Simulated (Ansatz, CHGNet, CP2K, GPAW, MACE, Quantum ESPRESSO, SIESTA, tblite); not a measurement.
## Codes compared on random packing of 91Li3PO4-9P3N5 (mol %) (88 atoms)

Wanted: errors and costs of other methods on random packing of 91Li3PO4-9P3N5 (mol %) (88 atoms). A plane-wave run serves as the reference.

Calculated with Quantum ESPRESSO 7.5; Kohn-Sham DFT, PBE, SSSP efficiency 1.3.0 pseudopotentials, plane waves.

**1. Starting point**

The cell holds 88 atoms: 30 Li, 13 P, 40 O and 5 N. Cell: a = 9.863 Å, b = 9.863 Å, c = 9.863 Å, α = 90.0°, β = 90.0°, γ = 90.0°. 88 atoms (30 Li, 13 P, 40 O, 5 N) packed at random in a cube at 2.29 g/cm³ and pushed apart as soft spheres, cations and anions kept from their own kind; a start for melting by ab initio MD, not an equilibrated structure. Then every atom was moved at random, 0.05 Å r.m.s. a Cartesian component.

**2. The reference run**

The input, pw.in:

```
&control
  calculation = 'scf'
  pseudo_dir = './pseudo'
  outdir = './tmp'
  disk_io = 'none'
  tprnfor = .true.
  tstress = .true.
/
&system
  ibrav = 0
  nat = 88
  ntyp = 4
  ecutwfc = 60
  ecutrho = 480
  nosym = .true.
  occupations = 'smearing'
  smearing = 'fd'
  degauss = 0.003675
/
&electrons
  conv_thr = 4.4e-07
  electron_maxstep = 100
  mixing_beta = 0.4
  mixing_mode = 'plain'
  diagonalization = 'david'
/
ATOMIC_SPECIES
Li 6.940 Li.upf
P 30.974 P.upf
O 15.999 O.upf
N 14.007 N.upf
CELL_PARAMETERS angstrom
9.86300 0.00000 0.00000
0.00000 9.86300 0.00000
0.00000 0.00000 9.86300
ATOMIC_POSITIONS crystal
Li 0.95642 0.68802 0.53714
Li 0.71982 0.90699 0.02866
Li 0.60699 0.66033 0.62101
Li 0.45255 0.83566 0.73053
Li 0.41327 0.77295 0.24593
Li 0.96663 0.35614 0.60472
Li 0.24482 0.67426 0.69461
Li 0.31560 0.38591 0.67673
Li 0.65076 0.22917 0.49197
Li 0.40854 0.18162 0.86201
Li 0.88808 0.47859 0.97721
Li 0.51900 0.45827 0.76479
[... 72 atom lines left out ...]
N 0.34327 0.15582 0.67162
N 0.01647 0.57478 0.76345
N 0.66524 0.88016 0.60932
N 0.54687 0.45371 0.12541
K_POINTS gamma
```

Started as:

```
$ OMP_NUM_THREADS=1 mpirun -np 4 pw.x -in pw.in > output.txt
```

The log of the run:

```text
Program PWSCF
     gamma-point specific algorithms are used
     one sub-group per band group will be used
     scalapack distributed-memory algorithm (size of sub-group:  2*  2 procs)
     Parallelization info
     sticks:   dense  smooth     PW     G-vecs:    dense   smooth      PW
     Min        3308    1652    411               287284   101568   12668
     Max        3310    1654    414               287294   101578   12678
     Sum       13237    6613   1649              1149165   406295   50685
     bravais-lattice index     =            0
     lattice parameter (alat)  =      18.6384  a.u.
     unit-cell volume          =    6474.7604 (a.u.)^3
     number of atoms/cell      =           88
     number of atomic types    =            4
[... lines left out ...]
     number of k points=     1  Fermi-Dirac smearing, width (Ry)=  0.0037
[... lines left out ...]
     total energy              =   -2354.43167326 Ry
[... lines left out ...]
     total energy              =   -2336.41911958 Ry
[... lines left out ...]
     total energy              =   -2377.08104646 Ry
[... lines left out ...]
     c_bands:  1 eigenvalues not converged
[... lines left out ...]
     c_bands:  1 eigenvalues not converged
[... lines left out ...]
     total energy              =   -2381.01447865 Ry
[... lines left out ...]
     total energy              =   -2381.01447866 Ry
[... lines left out ...]
   -42.1011 -41.9455 -41.8525 -41.6223 -41.4353 -41.3659 -41.1621 -40.9777
   -40.8365 -40.8259 -40.7308 -40.5620 -40.5541 -40.3754 -40.2332 -40.1743
   -40.0723 -39.8689 -39.8332 -39.7908 -39.7557 -39.6436 -39.6396 -39.5641
[...]
6.2700   6.4486   6.4779   6.6876   6.8258   6.9222   6.9856   7.1572
     7.1874   7.5079   7.7004   7.8119   7.9366   8.1400   8.2241   8.3776
     8.5025   8.7419   8.9004   8.9903
     the Fermi energy is     4.2455 ev
!    total energy              =   -2381.01447845 Ry
     estimated scf accuracy    <       0.00000027 Ry
     smearing contrib. (-TS)   =      -0.03505638 Ry
     internal energy E=F+TS    =   -2380.97942207 Ry
     The total energy is F=E-TS. E is the sum of the following terms:
     one-electron contribution =    -858.64444429 Ry
     hartree contribution      =     602.61562674 Ry
     xc contribution           =    -478.74240587 Ry
     ewald contribution        =   -1264.68380697 Ry
     one-center paw contrib.   =    -381.52439167 Ry
     convergence has been achieved in  71 iterations
     Forces acting on atoms (cartesian axes, Ry/au):
     atom    1 type  1   force =    -0.04204310    0.00273028    0.02755414
     atom    2 type  1   force =    -0.03204305   -0.01296864   -0.02136534
     atom    3 type  1   force =     0.02181691    0.04771103   -0.03205238
[...]
atom   87 type  4   force =    -0.05996219    0.06962608    0.03506873
     atom   88 type  4   force =    -0.05228153    0.03994435   -0.00726422
     Total force =     0.920570     Total SCF correction =     0.001134
     Computing stress (Cartesian axis) and pressure
          total   stress  (Ry/bohr**3)                   (kbar)     P=      -35.59
  -0.00026528  -0.00000354  -0.00012545          -39.02       -0.52      -18.45
  -0.00000354  -0.00025608  -0.00011994           -0.52      -37.67      -17.64
  -0.00012545  -0.00011994  -0.00020440          -18.45      -17.64      -30.07
     Message from routine punch:
     Nothing written, as per user request (disk_io='none')
```

Elapsed: 8.3 min, on 4 MPI ranks of Arm Neoverse V2, shared host; peak memory 2.7 GiB.

Banners, paths, timers and routine set-up lines are dropped from the logs unmarked, and long logs keep their key lines alone; longer cuts are marked.

Numbers from this run:

| Quantity | Value |
| --- | --- |
| r.m.s. force component | 1.457 eV/Å |
| longest force | 5.384 eV/Å |
| pressure | -3.559 GPa |

**3. Structure statistics**

g(r), total and by pair (bins of 0.2 Å):

| r (Å) | total | O-O | O-Li | O-P | O-N | Li-Li | Li-P |
| --- | --- | --- | --- | --- | --- | --- | --- |
| 1.50 | 0.04 | 0.00 | 0.00 | 0.00 | 0.00 | 0.00 | 0.00 |
| 1.70 | 0.58 | 0.00 | 0.53 | 3.10 | 0.00 | 0.00 | 0.00 |
| 1.90 | 1.38 | 0.00 | 3.65 | 1.43 | 0.00 | 0.00 | 0.00 |
| 2.10 | 0.97 | 0.62 | 1.54 | 1.65 | 0.40 | 0.00 | 0.00 |
| 2.30 | 1.25 | 2.34 | 1.15 | 1.25 | 1.75 | 0.16 | 0.35 |
| 2.50 | 1.86 | 1.30 | 1.32 | 1.54 | 2.15 | 3.13 | 2.82 |
| 2.70 | 0.97 | 0.72 | 0.96 | 0.49 | 1.31 | 1.19 | 1.64 |
| 2.90 | 0.79 | 0.87 | 0.60 | 0.44 | 1.83 | 0.90 | 1.17 |
| 3.10 | 0.81 | 0.80 | 0.69 | 0.91 | 1.40 | 0.89 | 0.91 |
| 3.30 | 0.93 | 1.21 | 0.67 | 1.16 | 1.39 | 0.71 | 0.99 |
| 3.50 | 0.96 | 0.94 | 0.93 | 0.90 | 0.64 | 1.18 | 0.79 |
| 3.70 | 1.07 | 1.12 | 1.07 | 0.95 | 0.84 | 0.98 | 1.50 |
| 3.90 | 0.99 | 1.23 | 0.99 | 0.58 | 0.64 | 1.40 | 1.21 |
| 4.10 | 1.05 | 1.10 | 1.27 | 1.24 | 0.79 | 0.51 | 1.05 |
| 4.30 | 0.91 | 0.69 | 0.91 | 1.26 | 0.72 | 0.92 | 0.69 |
| 4.50 | 1.06 | 0.91 | 1.11 | 1.46 | 1.04 | 0.97 | 0.87 |
| 4.70 | 0.97 | 0.91 | 0.95 | 1.00 | 0.95 | 0.81 | 1.10 |

**4. What was run beside it**

The programs:
- CHGNet: machine-learned potential, published weights.
- CP2K 2026.2: Gaussian basis with GTH pseudopotentials and a plane-wave density; labels give functional, basis (MOLOPT sets; SR short-range, UZH the newer set with its own potentials), grid cutoff/relative cutoff and solver (OT: orbital transformation; TRS4, TC2, SIGN: linear-scaling purification with its sparsity filter), or its built-in tight binding.
- GPAW 26.7.0: PAW with atomic orbitals (LCAO), plane waves or a real-space grid of spacing h.
- MACE: machine-learned potential, published weights.
- SIESTA 5.4.2: numerical atomic orbitals, whose automatically made sets are far from complete, with PseudoDojo norm-conserving potentials that we converted to its format (checked against plane waves on the same files for H, C, O, Si, Ge and Ca alone); labels give functional, basis size, energy shift and mesh cutoff.
- tblite 0.8.0: extended tight binding, driven from Python.

All use the same cell and atoms; the electronic-structure runs use the same k-mesh, and an electronic temperature of 580 K (0.05 eV) where levels are smeared.

Differences are against the plane-wave reference, forces as r.m.s. over components; share is that over the reference's r.m.s. force, slope the least-squares factor from reference forces to these. Total energies of different programs have different zeros and aren't compared.

| run | Δ force, r.m.s. (meV/Å) | share (%) | slope | Δ pressure (GPa) | cores | CPU time | memory (GiB) |
| --- | --- | --- | --- | --- | --- | --- | --- |
| reference | - | - | - | - | 4 | 33 min | 2.7 |
| CHGNet r2SCAN potential | 659 | 45.2 | 1.156 | -1.99 | 1 | 5.1 s | 1.6 |
| CP2K PBE, DZVP-MOLOPT-SR, 280/50 Ry, diagonalisation (coarse) | 105 | 7.19 | 1.000 | 1.36 | 2 | 23 min | 0.99 |
| CP2K PBE, DZVP-MOLOPT-SR, 800/50 Ry, diagonalisation | 49.4 | 3.39 | 1.000 | 0.961 | 4 | 35 min | 5.2 |
| CP2K PBE, SZV-MOLOPT-SR, 800/50 Ry, diagonalisation (coarse) | 1817 | 125 | 0.329 | 22.8 | 2 | 14 min | 4 |
| GPAW PBE, LCAO dzp, h 0.18 Å | 299 | 20.5 | 0.910 | - | 1 | 8.1 min | 1.5 |
| GPAW PBE, LCAO sz(dzp), h 0.18 Å (coarse) | 1902 | 131 | 0.288 | - | 1 | 2 min | 1.1 |
| MACE MP-0b2 small potential | 489 | 33.6 | 1.019 | 2.29 | 1 | 7.2 s | 0.67 |
| MACE MPA-0 medium potential | 358 | 24.6 | 0.989 | 1.19 | 1 | 9.2 s | 1.2 |
| SIESTA PBE, DZP, shift 0.01 Ry, mesh 500 Ry | 411 | 28.2 | 0.858 | 1.70 | 2 | 20 min | 2.5 |
| SIESTA PBE, SZ, shift 0.01 Ry, mesh 500 Ry (coarse) | 1912 | 131 | 0.298 | 13.4 | 1 | 4.2 min | 0.93 |
| SIESTA PBE, SZ, shift 0.02 Ry, mesh 500 Ry (coarse) | 1759 | 121 | 0.355 | 6.34 | 1 | 3.7 min | 0.81 |
| tblite GFN1-xTB | 654 | 44.9 | 1.062 | -5.38 | 1 | 6.1 s | 0.12 |

Rows marked coarse were listed beforehand as settings not expected to be converged; some can still land near the reference.

Times of the machine-learned potentials are mostly Python's start and the loading of weights.

CPU time is summed over cores on a shared host, where runs went side by side, so it is rough. Symmetry, cutoffs, thresholds, outputs and thread counts weren't matched or tuned between programs; memory under MPI is the largest rank's times the ranks.

Runs without a result: CP2K GFN1-xTB, diagonalisation (not converged, the SCF not settling).

Mean charges by element (e), by run and scheme:

| run | scheme | Li | P | O | N |
| --- | --- | --- | --- | --- | --- |
| CP2K PBE, DZVP-MOLOPT-SR, 800/50 Ry, diagonalisation | Mulliken | +0.50 | +0.40 | -0.47 | -0.27 |
| CP2K PBE, DZVP-MOLOPT-SR, 800/50 Ry, diagonalisation | Hirshfeld | +0.15 | +0.36 | -0.22 | -0.09 |
| SIESTA PBE, DZP, shift 0.01 Ry, mesh 500 Ry | Hirshfeld | +0.06 | +0.35 | -0.15 | -0.04 |
| tblite GFN1-xTB | Mulliken | +0.35 | +0.46 | -0.41 | -0.05 |

Within one program, basis, potentials and functional, energies share a zero. Each run against its twin at the usual cutoff or grid and solver:

| run | twin | Δ energy (meV/atom) | Δ force, r.m.s. (meV/Å) | CPU time over the twin's |
| --- | --- | --- | --- | --- |
| CP2K PBE, DZVP-MOLOPT-SR, 280/50 Ry, diagonalisation | DZVP-MOLOPT-SR, 800/50 Ry, diagonalisation | -5.43 | 94.6 | 0.66 (this twin ran on 4 cores) |

A second geometry, displaced anew (every atom was moved at random, 0.06 Å r.m.s. a Cartesian component), gives an energy difference that all programs can be tested on. The reference puts it at -13.85 meV/atom.

| run | energy less the first geometry's (meV/atom) | error (meV/atom) | force share at the second geometry (%) |
| --- | --- | --- | --- |
| CHGNet r2SCAN potential | -17.84 | -3.99 | 48.5 |
| SIESTA PBE, DZP, shift 0.01 Ry, mesh 500 Ry | -11.01 | 2.83 | 28.3 |
| CP2K PBE, DZVP-MOLOPT-SR, 800/50 Ry, diagonalisation | -14.10 | -0.259 | 3.62 |
| GPAW PBE, LCAO dzp, h 0.18 Å | -9.154 | 4.69 | 21.0 |
| MACE MP-0b2 small potential | -11.26 | 2.58 | 33.1 |
| MACE MPA-0 medium potential | -12.26 | 1.58 | 25.0 |
| SIESTA PBE, SZ, shift 0.01 Ry, mesh 500 Ry | -6.597 | 7.25 | 130 |
| SIESTA PBE, SZ, shift 0.02 Ry, mesh 500 Ry | -8.660 | 5.19 | 118 |
| GPAW PBE, LCAO sz(dzp), h 0.18 Å | -2.848 | 11.0 | 130 |
| CP2K PBE, DZVP-MOLOPT-SR, 280/50 Ry, diagonalisation | -14.36 | -0.516 | 7.91 |

**5. Summary of results**

```
reference r.m.s. force component                       : 1.46 eV/Å
nearest in forces                                      : CP2K PBE, DZVP-MOLOPT-SR, 800/50 Ry, diagonalisation, 3.4 %
farthest in forces                                     : a tie at 131 % of 2 runs: GPAW PBE, LCAO sz(dzp), h 0.18 Å (coarse); SIESTA PBE, SZ, shift 0.01 Ry, mesh 500 Ry (coarse)
cheapest electronic-structure run beside the reference : tblite GFN1-xTB, 6.1 s of CPU time
```

The PBE runs in local orbitals, coarse settings apart, differ by 3.4 % (CP2K PBE, DZVP-MOLOPT-SR, 800/50 Ry, diagonalisation) to 28 % (SIESTA PBE, DZP, shift 0.01 Ry, mesh 500 Ry); basis, grid and potentials can all enter. Tight binding differs by 45 % (tblite GFN1-xTB); it is another model, with fitted parameters of its own, and the xTB methods hold dispersion. Machine-learned potentials differ by 25 % (MACE MPA-0 medium potential) to 45 % (CHGNet r2SCAN potential); they were trained on other programs' data, some at another functional. CP2K PBE, DZVP-MOLOPT-SR, 800/50 Ry, diagonalisation needed 90 SCF steps, so its time overstates the method's usual cost. Runs with settings chosen to be coarse differ by 7.2 % (CP2K PBE, DZVP-MOLOPT-SR, 280/50 Ry, diagonalisation) to 131 % (SIESTA PBE, SZ, shift 0.01 Ry, mesh 500 Ry), their programs' other errors included. Of the electronic-structure runs that take under half the reference's CPU time, GPAW PBE, LCAO dzp, h 0.18 Å comes nearest, at 21 % in 8.1 min against 33 min. SIESTA PBE, DZP, shift 0.01 Ry, mesh 500 Ry softens the forces by a factor of 0.86 while following their directions (correlation 0.962). In pressure, CP2K PBE, SZV-MOLOPT-SR, 800/50 Ry, diagonalisation misses by +22.8 GPa, at the same functional. Charges hang on model, scheme and program or settings: among these rows the mean for Li runs from +0.06 to +0.50 e. The energy difference between the two geometries, -13.8 meV/atom in the reference, is met best by CP2K PBE, DZVP-MOLOPT-SR, 800/50 Ry, diagonalisation (-0.259) and worst by GPAW PBE, LCAO sz(dzp), h 0.18 Å (coarse) (+11). In the reference: levels near the Fermi energy are neither full nor empty under the smearing, so no gap is quoted. Periodic xTB results under one method name differ between programs and library versions. The potentials hold different valence shells: 420 electrons in the reference, 360 in GPAW; this bears on time and differences. The reference's pressure holds the uncorrected Pulay stress of its 60 Ry basis, so small pressure differences, and their order, may be the reference's own error. Machine-learned potentials mimic data converged in k, so the reference's own k-point error enters their differences. The reference's pressure of -3.6 GPa belongs to a cell and atoms that aren't relaxed at this level. The electronic-structure runs sample only Γ, in a cell whose shortest periodic width is 10 Å, which is coarse for a cell with partly filled levels.

[Also dropped from logs without a mark: logging warnings of Python, and SIESTA's first energy breakdown and zero terms.]

[Logs are printed without paths, hosts, clocks, repeated set-up lines and the standing remarks that a program may print on its own settings, such as how far it seeks lower states.]

[Hosts, paths, dates, database ids (printed as entryN), source tags and the programs' standing remarks are cut or masked in the printed files.]
